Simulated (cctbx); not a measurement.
## ZnGa2Pb2 across an absorption edge

Space group P-3m1 (no. 164), a = 4.2320 Å, b = 4.2320 Å, c = 7.4610 Å, α = 90.00°, β = 90.00°, γ = 120.00°.

```csv
atom,mult.,x,y,z,Ueq (Å²)
Pb1,2,1/3,2/3,0.2775,0.0086
Ga1,2,1/3,2/3,0.6301,0.0115
Zn1,1,0,0,0,0.0112
```

The model is made up (kin elements in a known structure type, no relaxation), so it says nothing on whether the phase exists.

Calculated with cctbx: free-atom f′ and f″ from the Sasaki tables, no fine structure; amplitudes in electrons.

```
E (eV)  F 0 0 2  F 1 0 2  F 0 1 2  F 1 1 0
  9767    109.8     80.3     81.9    176.4
 10117    107.6     82.8     81.9    175.8
 10247    107.1     84.0     80.9    174.5
 10307    106.8     85.2     79.8    173.2
 10337    106.6     86.3     78.6    171.9
 10352    106.4     87.5     77.4    170.5
 10359    106.3     88.5     76.3    169.3
 10363    106.3     89.5     75.2    168.1
 10371    106.2     89.7     75.2    168.0
 10375    106.3     88.3     76.7    169.7
 10382    106.4     87.1     78.0    171.1
 10397    106.4     85.8     79.3    172.5
 10427    106.4     84.6     80.7    174.0
 10517    106.3     82.9     82.6    175.9
 10767    105.7     81.0     84.7    177.8
```

**Question.** Which edge is crossed, and why do the reflections move as they do?

The K edge of Ga. The edge is at 10367 eV. f′ of Ga falls from -4.1 e at 10247 eV to -7.5 e at 4 eV below it, and f″ steps from 0.49 to 3.89 e across it. Over that approach |F| changes by -1 % (0 0 2), +7 % (1 0 2), -7 % (0 1 2) and -4 % (1 1 0): a reflection falls where Ga scatters in phase with the total and rises where it scatters against it; it hardly moves where the Ga term is small or cancels by symmetry. Above the edge the larger f″ enters the imaginary part, where it can add to or cancel the other atoms' f″. The structure is centrosymmetric, so Friedel mates stay equal.

[Logs are printed without paths, hosts, clocks, repeated set-up lines and the standing remarks that a program may print on its own settings, such as how far it seeks lower states.]
